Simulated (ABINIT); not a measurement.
# Quasiparticle gap of KI (Fm-3m) in ABINIT, part 2 of 2

How does a plane-wave GW calculation on KI (Fm-3m) run from the first input to the gap?

ABINIT 10.8.3; PBE and many-body steps on it, plane waves. Known limits of the many-body steps: not at the basis limit; screening head approximate; coarse k mesh.

So far. Step 2 (Ground state): The gap is direct, at Γ. Step 3 (Bands along the symmetry lines): The gap is 3.641 eV, as in the run before at this level.

### 4. Empty states on the mesh, 2×2×2 mesh, 112 bands

Level of this step: DFT, PBE with spin-orbit coupling, plane waves, norm-conserving pseudopotentials (ABINIT).

The sums over transitions need many empty states on a uniform mesh; this step solves for them.

Input file run.abi:

```
acell 3*1.0 Angstrom
rprim 
  0.000000000000 3.532775000000 3.532775000000
  3.532775000000 0.000000000000 3.532775000000
  3.532775000000 3.532775000000 -0.000000000000
ntypat 2
znucl 19 53
natom 2
typat 1 2
xred 
  0.000000000000 0.000000000000 0.000000000000
  0.500000000000 0.500000000000 0.500000000000
pp_dirpath "pseudos"
pseudos "K.upf, I.upf"
ecut 33
nspinor 2
ngkpt 2 2 2
nshiftk 1
shiftk 0 0 0
kptopt 1
chksymbreak 0
iscf -2
irdden 1
istwfk *1
nband 112
nbdbuf 10
tolwfr 1e-09
nstep 60
prtvol 0
indata_prefix "in"
outdata_prefix "out"
tmpdata_prefix "tmp"
```

Launch:

```console
$ OMP_NUM_THREADS=1 mpirun -n 4 abinit run.abi > log
```

Numbers of over 12 decimals in the logs are rounded to 6 here.

The log of the run:

```text
.Version 10.8.3 of ABINIT. v10.8.2 released Aug 2026.

 Symmetries : space group Fm -3 m (#225); Bravais cF (face-center cubic)
[... echo of the input left out ...]
== DATASET  1 ==================================================================
-   mpi_nproc: 4, omp_nthreads: 1 (-1 if OMP is not activated)
-    --> not optimal distribution: autoparal keyword recommended in input file <--

--- !DatasetInfo
iteration_state: {dtset: 1, }
dimensions: {natom: 2, nkpt: 3, mband: 112, nsppol: 1, nspinor: 2, nspden: 1, mpw: 5434, }
cutoff_energies: {ecut:  33.0, pawecutdg:  -1.0, }
electrons: {nelect:   1.60000000E+01, charge:   0.00000000E+00, occopt:   1.00000000E+00, tsmear:   1.00000000E-02, }

 Real(R)+Recip(G) space primitive vectors, cartesian coordinates (Bohr,Bohr^-1):
 R(1)=  0.0000000  6.6759772  6.6759772  G(1)= -0.0748954  0.0748954  0.0748954
 R(2)=  6.6759772  0.0000000  6.6759772  G(2)=  0.0748954 -0.0748954  0.0748954
 R(3)=  6.6759772  6.6759772  0.0000000  G(3)=  0.0748954  0.0748954 -0.0748954
 Unit cell volume ucvol=  5.9507887E+02 bohr^3
 Angles (23,13,12)=  6.00000000E+01  6.00000000E+01  6.00000000E+01 degrees

 getcut: wavevector=  0.0000  0.0000  0.0000  ngfft=  50  50  50
         ecut(hartree)=     33.000   => boxcut(ratio)=   2.04876

--- Pseudopotential description ------------------------------------------------
- K Generated using ONCVPSP code by D. R. Hamann
- 19.00000   9.00000  180418                  znucl, zion, pspdat
12 -101130 2 -1 2222                          pspcod,pspxc,lmax,lloc,mmax
     nproj     2     3     2     0
     spin-orbit psp
        nprojso     3     4     0
  pspatm : epsatm=    8.42858871
         --- l  ekb(1:nproj) -->
             0    0.806288   10.869902
             1    4.378793    0.553430    0.000047
             2   -3.405517   -1.029007
  spin-orbit 1    0.035097   -0.028470    0.003405
  spin-orbit 2    0.002517    0.000596   -0.000210   -0.000061
 pspatm: atomic psp has been read  and splines computed

- I Generated using ONCVPSP code by D. R. Hamann
- 53.00000   7.00000  180423                  znucl, zion, pspdat
12 -101130 2 -1 1210                          pspcod,pspxc,lmax,lloc,mmax
     nproj     2     4     4     0
     spin-orbit psp
        nprojso     4     4     0
  pspatm : epsatm=   19.15675463
         --- l  ekb(1:nproj) -->
             0    0.912828    5.952026
             1    3.997763    0.747877    0.008227    0.000022
             2    4.180861    0.714097    0.003511    0.000039
  spin-orbit 1   -0.419626    0.211238    0.050102   -0.000483
  spin-orbit 2    0.305294   -0.042129    0.013865   -0.001013
 pspatm: atomic psp has been read  and splines computed

--------------------------------------------------------------------------------

================================================================================
 prteigrs : about to open file out_EIG
 Non-SCF case, kpt    1 (  0.00000  0.00000  0.00000), residuals and eigenvalues=
  2.19E-10  2.80E-10  2.50E-10  3.94E-10  1.84E-10  2.32E-10  2.66E-10  4.73E-10
  7.99E-10  9.20E-10  3.91E-10  8.81E-10  1.67E-10  3.05E-10  9.06E-10  8.81E-10
  2.17E-10  8.91E-10  2.18E-10  5.95E-10  7.55E-10  9.42E-10  2.87E-10  9.43E-10
[...]
-1.0428E+00 -1.0428E+00 -4.4254E-01 -4.4254E-01 -4.3277E-01 -4.3277E-01
 -4.3277E-01 -4.3277E-01 -3.8071E-01 -3.8071E-01 -2.1290E-02 -2.1290E-02
  1.6280E-02  1.6280E-02  1.6280E-02  1.6280E-02  1.5008E-01  1.5008E-01
[...]
1.1421E+00  1.1421E+00  1.1675E+00  1.1675E+00  1.1754E+00  1.1754E+00
  1.1774E+00  1.1774E+00  1.1774E+00  1.1774E+00  1.2006E+00  1.2006E+00
  1.2006E+00  1.2011E+00  1.2193E+00  1.2193E+00
 prteigrs : prtvol=0 or 1, do not print more k-points.

--- !ResultsGS
iteration_state: {dtset: 1, }
comment   : Summary of ground state results
lattice_vectors:
- [  0.0000000,   6.6759772,   6.6759772, ]
- [  6.6759772,   0.0000000,   6.6759772, ]
- [  6.6759772,   6.6759772,  -0.0000000, ]
lattice_lengths: [   9.44126,    9.44126,    9.44126, ]
lattice_angles: [ 60.000,  60.000,  60.000, ] # degrees, (23, 13, 12)
lattice_volume:   5.9507887E+02
convergence: {deltae:  0.000E+00, res2:  0.000E+00, residm:  9.960E-10, diffor:  0.000E+00, }
etotal    :  -4.31084519E+01
entropy   :   0.00000000E+00
fermie    :   1.62804083E-02
cartesian_stress_tensor: null
pressure_GPa: null
xred      :
- [  0.0000E+00,   0.0000E+00,   0.0000E+00,  K]
- [  5.0000E-01,   5.0000E-01,   5.0000E-01,  I]
cartesian_forces: null
force_length_stats: {min: null, max: null, mean: null, }

 Integrated electronic density in atomic spheres:
 ------------------------------------------------
 Atom  Sphere_radius  Integrated_density
    1        2.00000          6.92230143
    2        2.00000          2.87711122
================================================================================

 ----iterations are completed or convergence reached----

 Mean square residual over all n,k,spin=   49.196E-11; max=  99.604E-11
 reduced coordinates (array xred) for    2 atoms
       0.000000000000      0.000000000000      0.000000000000
       0.500000000000      0.500000000000      0.500000000000

 cartesian coordinates (angstrom) at end:
    1      0.000000     0.000000     0.000000
    2      3.532775     3.532775     3.532775
 length scales=  1.889726125908  1.889726125908  1.889726125908 bohr
              =  1.000000000000  1.000000000000  1.000000000000 angstroms
 prteigrs : about to open file out_EIG
 Eigenvalues (hartree) for nkpt=   3  k points:
 kpt#   1, nband=112, wtk=  0.12500, kpt=  0.0000  0.0000  0.0000 (reduced coord)
[...]
1.14209    1.14209    1.16749    1.16749    1.17543    1.17543    1.17738    1.17738
   1.17738    1.17738    1.20060    1.20061    1.20063    1.20112    1.21930    1.21932
 prteigrs : prtvol=0 or 1, do not print more k-points.

== END DATASET(S) ==============================================================
================================================================================

 -outvars: echo values of variables after computation  --------
            nband         112
             nkpt           3
          spgroup         225
 [... the other variables as echoed above ...]

 Calculation completed.
```

Wall time 66 s (4 MPI ranks of Arm Neoverse V1, shared host); peak memory 0.38 GiB; 4.4 min of CPU time.

Numbers from this step:

| Property | Result |
| --- | --- |
| gap | 3.641 eV |
| k of the valence top | 0, 0, 0 |
| k of the conduction bottom | 0, 0, 0 |
| least direct gap | 3.641 eV |
| k points computed | 3 |
| lowest point of the top converged band, above the valence top | 31.54 eV |

On this mesh the gap is 3.641 eV.

### 5. Screening, 2×2×2 mesh, 102 bands, screening to 98 eV

The RPA dielectric matrix is built and inverted for each q.

This step: RPA screening on PBE with spin-orbit coupling, plane waves, norm-conserving pseudopotentials.

Edit run.abi of step 4 so:

```diff
@@ -21,10 +21,11 @@
 chksymbreak 0
-iscf -2
-irdden 1
 istwfk *1
-nband 112
-nbdbuf 10
-tolwfr 1e-09
-nstep 60
-prtvol 0
+occopt 1
+irdwfk 1
+optdriver 3
+nband 102
+ecuteps 3.6
+inclvkb 0
+awtr 1
+symchi 1
 indata_prefix "in"
```

The log of the run:

```text
.Version 10.8.3 of ABINIT. v10.8.2 released Aug 2026.

 Symmetries : space group Fm -3 m (#225); Bravais cF (face-center cubic)
[... echo of the input left out ...]
== DATASET  1 ==================================================================
-   mpi_nproc: 4, omp_nthreads: 1 (-1 if OMP is not activated)

--- !DatasetInfo
iteration_state: {dtset: 1, }
dimensions: {natom: 2, nkpt: 3, mband: 102, nsppol: 1, nspinor: 2, nspden: 1, mpw: 5434, }
cutoff_energies: {ecut:  33.0, pawecutdg:  -1.0, }
electrons: {nelect:   1.60000000E+01, charge:   0.00000000E+00, occopt:   1.00000000E+00, tsmear:   1.00000000E-02, }

 SCREENING: Calculation of the susceptibility and dielectric matrices

 Based on a program developped by R.W. Godby, V. Olevano, G. Onida, and L. Reining.
 Incorporated in ABINIT by V. Olevano, G.-M. Rignanese, and M. Torrent.
.Using double precision arithmetic ; gwpc =  8

[... cell and pseudopotentials left out ...]
--------------------------------------------------------------------------------

 ==== K-mesh for the wavefunctions ====
 Number of points in the irreducible wedge :     3
[... list of points left out ...]
 Together with 48 symmetry operations and time-reversal symmetry
 yields     8 points in the full Brillouin Zone.

 ==== Q-mesh for the screening function ====
 Number of points in the irreducible wedge :     3
[... list of points left out ...]
 Together with 48 symmetry operations and time-reversal symmetry
 yields     8 points in the full Brillouin Zone.

 setmesh: FFT mesh size selected  =    36x   36x   36
          total number of points  =        46656

 vcoul_init : cutoff-mode = AUXILIARY_FUNCTION
 q-points for optical limit:   1
     1)      0.000010    0.000020    0.000030

- screening: taking advantage of time-reversal symmetry
- Maximum band index for partially occupied states nbvw = 16
- Remaining bands to be divided among processors   nbcw = 86
- Number of bands treated by each node ~21

 Number of electrons calculated from density =   16.0000; Expected =   16.0000
 average of density, n =  0.026887
 r_s =    2.0707
 omega_plasma =   15.8172 [eV]

 calculating chi0 at frequencies [eV] :
  1    0.000000E+00    0.000000E+00
  2    0.000000E+00    1.581715E+01

--------------------------------------------------------------------------------
  q-point number  1        q = ( 0.000000, 0.000000, 0.000000) [r.l.u.]
--------------------------------------------------------------------------------
[... chi0 elements left out ...]
 For q-point:  0.000010 0.000020 0.000030
  dielectric constant =   3.0209
  dielectric constant without local fields =   3.6420

  Average fulfillment of the sum rule on Im[epsilon] for q-point    1 :     61.61  [%]
[... wings left out ...]
  q-point number  2        q = ( 0.500000, 0.000000, 0.000000) [r.l.u.]
--------------------------------------------------------------------------------
[... chi0 elements left out ...]
  Average fulfillment of the sum rule on Im[epsilon] for q-point    2 :     72.12  [%]

 [... 1 further q-points ...]
```

The job ended after 10 s (4 MPI ranks; peak memory 1.1 GiB; 40 s of CPU time).

Numbers from this step:

```yaml
eps_infinity_with_local_fields_on_this_mesh_along_the_program_s_q_direction: 3.021
the_same_without_local_fields: 3.642
plasma_frequency: 15.82 eV
plane_waves_in_the_screening_matrix: 181
```

Local fields lower ε∞ by 17 %. On a Γ-centred mesh this coarse the value itself is usually too large, while a short band sum pulls it down.

### 6. Self-energy, 2×2×2 mesh, 102 bands, screening to 98 eV

The self-energy is evaluated for the states that the input lists, and the levels follow from it, in one-shot runs by the linearised quasiparticle equation.

This step: G0W0 on PBE with spin-orbit coupling, plane waves, norm-conserving pseudopotentials.

Edit run.abi of step 5 so:

```diff
@@ -24,8 +24,15 @@
 irdwfk 1
-optdriver 3
+optdriver 4
 nband 102
+gwcalctyp 0
+ecutsigx 33
+symsigma 0
+nkptgw 1
+kptgw 
+  0.0000000000 0.0000000000 0.0000000000
+bdgw 
+  13 22
 ecuteps 3.6
-inclvkb 0
-awtr 1
-symchi 1
+irdscr 1
+ppmodel 1
 indata_prefix "in"
```

The log of the run:

```text
.Version 10.8.3 of ABINIT. v10.8.2 released Aug 2026.

 Symmetries : space group Fm -3 m (#225); Bravais cF (face-center cubic)
[... echo of the input left out ...]
== DATASET  1 ==================================================================
-   mpi_nproc: 4, omp_nthreads: 1 (-1 if OMP is not activated)

--- !DatasetInfo
iteration_state: {dtset: 1, }
dimensions: {natom: 2, nkpt: 3, mband: 102, nsppol: 1, nspinor: 2, nspden: 1, mpw: 5434, }
cutoff_energies: {ecut:  33.0, pawecutdg:  -1.0, }
electrons: {nelect:   1.60000000E+01, charge:   0.00000000E+00, occopt:   1.00000000E+00, tsmear:   1.00000000E-02, }

 SIGMA: Calculation of the GW corrections

 Based on a program developped by R.W. Godby, V. Olevano, G. Onida, and L. Reining.
 Incorporated in ABINIT by V. Olevano, G.-M. Rignanese, and M. Torrent.
.Using double precision arithmetic ; gwpc =  8

[... cell and pseudopotentials left out ...]
--------------------------------------------------------------------------------

 ==== K-mesh for the wavefunctions ====
 Number of points in the irreducible wedge :     3
[... list of points left out ...]
 Together with 48 symmetry operations and time-reversal symmetry
 yields     8 points in the full Brillouin Zone.

 ==== Q-mesh for screening function ====
 Number of points in the irreducible wedge :     3
[... list of points left out ...]
 Together with 48 symmetry operations and time-reversal symmetry
 yields     8 points in the full Brillouin Zone.

 vcoul_init : cutoff-mode = AUXILIARY_FUNCTION
 q-points for optical limit:   1
     1)      0.000010    0.000020    0.000030
 setmesh: FFT mesh size selected  =    50x   50x   50
          total number of points  =       125000

 Number of electrons calculated from density =   16.0000; Expected =   16.0000
 average of density, n =  0.026887
 r_s =    2.0707
 omega_plasma =   15.8172 [eV]

 === KS Band Gaps ===
  >>>> For spin  1
   Minimum direct gap =   3.6410 [eV], located at k-point      :   0.0000  0.0000  0.0000
   Fundamental gap    =   3.6410 [eV], Top of valence bands at :   0.0000  0.0000  0.0000
                                       Bottom of conduction at :   0.0000  0.0000  0.0000
 SIGMA fundamental parameters:
 PLASMON POLE MODEL  1
 number of plane-waves for SigmaX                 5329
 number of plane-waves for SigmaC and W            181
 number of plane-waves for wavefunctions          5329
 number of bands                                   102
 number of independent spin polarizations            1
 number of spinorial components                      2
 number of k-points in IBZ                           3
 number of q-points in IBZ                           3
 number of symmetry operations                      48
 number of k-points in BZ                            8
 number of q-points in BZ                            8
 number of frequencies for dSigma/dE                 9
 frequency step for dSigma/dE [eV]                0.25
 number of omega for Sigma on real axis              0
 max omega for Sigma on real axis  [eV]           0.00
 zcut for avoiding poles [eV]                     0.10

 EPSILON^-1 parameters (SCR file):
 dimension of the eps^-1 matrix on file            181
 dimension of the eps^-1 matrix used               181
 number of plane-waves for wavefunctions          5329
 number of bands                                   102
 number of q-points in IBZ                           3
 number of frequencies                               2
 number of real frequencies                          1
 number of imag frequencies                          1

 matrix elements of self-energy operator (all in [eV])

 Perturbative Calculation

--- !SelfEnergy_ee
iteration_state: {dtset: 1, }
kpoint     : [   0.000,    0.000,    0.000, ]
spin       : 1
KS_gap     :    3.641
QP_gap     :    5.322
Delta_QP_KS:    1.681
data: !SigmaeeData |
     Band     E0 <VxcDFT>   SigX SigC(E0)      Z dSigC/dE  Sig(E)    E-E0       E
       13   0.443 -11.112 -13.733   1.672   0.821  -0.217 -11.891  -0.780  -0.337
       14   0.443 -11.112 -13.734   1.672   0.821  -0.217 -11.892  -0.780  -0.337
       15   0.443 -11.112 -13.744   1.675   0.821  -0.217 -11.898  -0.786  -0.343
       16   0.443 -11.112 -13.724   1.670   0.821  -0.217 -11.886  -0.774  -0.331
       17   4.084  -6.343  -2.618  -2.661   0.853  -0.172  -5.435   0.908   4.992
       18   4.084  -6.343  -2.618  -2.661   0.853  -0.172  -5.435   0.908   4.992
       19   6.618  -7.723  -3.350  -2.627   0.849  -0.179  -6.241   1.481   8.099
       20   6.618  -7.723  -3.347  -2.629   0.848  -0.179  -6.241   1.482   8.100
       21   6.618  -7.723  -3.350  -2.627   0.848  -0.179  -6.241   1.481   8.099
       22   6.618  -7.723  -3.348  -2.628   0.848  -0.179  -6.241   1.482   8.100

== END DATASET(S) ==============================================================
================================================================================

 -outvars: echo values of variables after computation  --------
           etotal      0.0000000000E+00
            nband         102
             nkpt           3
          spgroup         225
 [... the other variables as echoed above ...]

 Calculation completed.
```

Wall time 14 s (4 MPI ranks); peak memory 1.1 GiB; 57 s of CPU time.

Numbers from this step:

| Item | Value |
| --- | --- |
| G0W0 gap on the points computed | 5.323 eV |
| starting gap on the mesh | 3.641 eV |
| k of the valence top | 0, 0, 0 |
| k of the conduction bottom | 0, 0, 0 |
| Z at the valence top | 0.821 |
| Z at the conduction bottom | 0.853 |
| least direct G0W0 gap on the computed points | 5.323 eV |

The gap on the mesh goes from 3.64 eV to 5.32 eV, a correction of +1.68 eV.

Limits: finite bands, cutoff and mesh; screening head approximate; coarse k mesh. v1 is the top filled band, c1 the lowest empty one. The levels before and after the correction (eV, zero at the valence-band top of each column):

|  | conduction bottom | valence top |
| --- | --- | --- |
| Kohn-Sham | 3.64 | 0.00 |
| G0W0 | 5.32 | 0.00 |

|  | level | energy (eV) |
| --- | --- | --- |
| Kohn-Sham | Γ v4-v3 | 0.000 |
| Kohn-Sham | Γ v2 | 0.000 |
| Kohn-Sham | Γ v1 | 0.000 |
| Kohn-Sham | Γ c1-c2 | 3.641 |
| Kohn-Sham | Γ c3-c6 | 6.175 |
| G0W0 | Γ v4-v3 | -0.006 |
| G0W0 | Γ v2 | -0.012 |
| G0W0 | Γ v1 | 0.000 |
| G0W0 | Γ c1-c2 | 5.323 |
| G0W0 | Γ c3-c6 | 8.430 |

### 7. Where the time went

Times are wall times on 4 MPI ranks of Arm Neoverse V1, shared host, good to a factor of about two.

| step | time | share | memory (GiB) |
| --- | --- | --- | --- |
| ground state | 33 s | 15 % | 0.39 |
| bands along the symmetry lines | 90 s | 42 % | 0.43 |
| empty states on the mesh | 66 s | 31 % | 0.38 |
| screening | 10 s | 5 % | 1.1 |
| self-energy | 14 s | 7 % | 1.1 |

### 8. Results

```
PBE gap              : 3.64 eV, direct
G0W0 gap on the mesh : 5.32 eV
GW settings          : 2×2×2 mesh, 102 bands, screening to 98 eV, Godby-Needs plasmon pole
known limits         : not at the basis limit; screening head approximate; coarse k mesh
```

G0W0 moves the gap on the mesh from 3.64 eV to 5.32 eV (+1.68 eV), with Z of 0.82 and 0.85 at the edges. Local fields lower the RPA ε∞ on this mesh from 3.64 to 3.02; a Γ-centred mesh this coarse tends to raise both, most where the direct gap is narrow, while a short band sum lowers them. Only 1 of the mesh's irreducible points was corrected, so a valley elsewhere could overtake. Bands and cutoff are finite, so the gap is not at the basis limit. The miss can reach some tenths of an eV and take either sign; the mesh is an error of its own. In the G0W0 run levels were corrected at 1 k point alone, so a gap called «on the mesh» is the least over those, and an edge elsewhere would be missed. The 2×2×2 mesh is coarse for this cell, which bears on the long-range parts of exchange and screening. The long-wavelength limit of the screening leaves out the non-local commutator, which shifts ε∞.

[Paths, hosts, dates, memory and timing lines, banners, echoed tables and standing remarks are left out of the program output.]

[Logs are printed without paths, hosts, clocks, repeated set-up lines and the standing remarks that a program may print on its own settings, such as how far it seeks lower states.]

[Runs of the session that timed out or met a known fault of the program may be left out.]

[Hosts, paths, dates, database ids (printed as entryN), source tags and the programs' standing remarks are cut or masked in the printed files.]

[G0W0 gaps are taken among the corrected bands and points alone; a level outside them can change the order at an edge.]

[Where Ansatz stands beside ABINIT at settings called matched, ABINIT's density can come from a denser mesh and the files from another edition; pairs whose starting gaps differed by over 0.03 eV were left out, so agreement reads better than it is.]
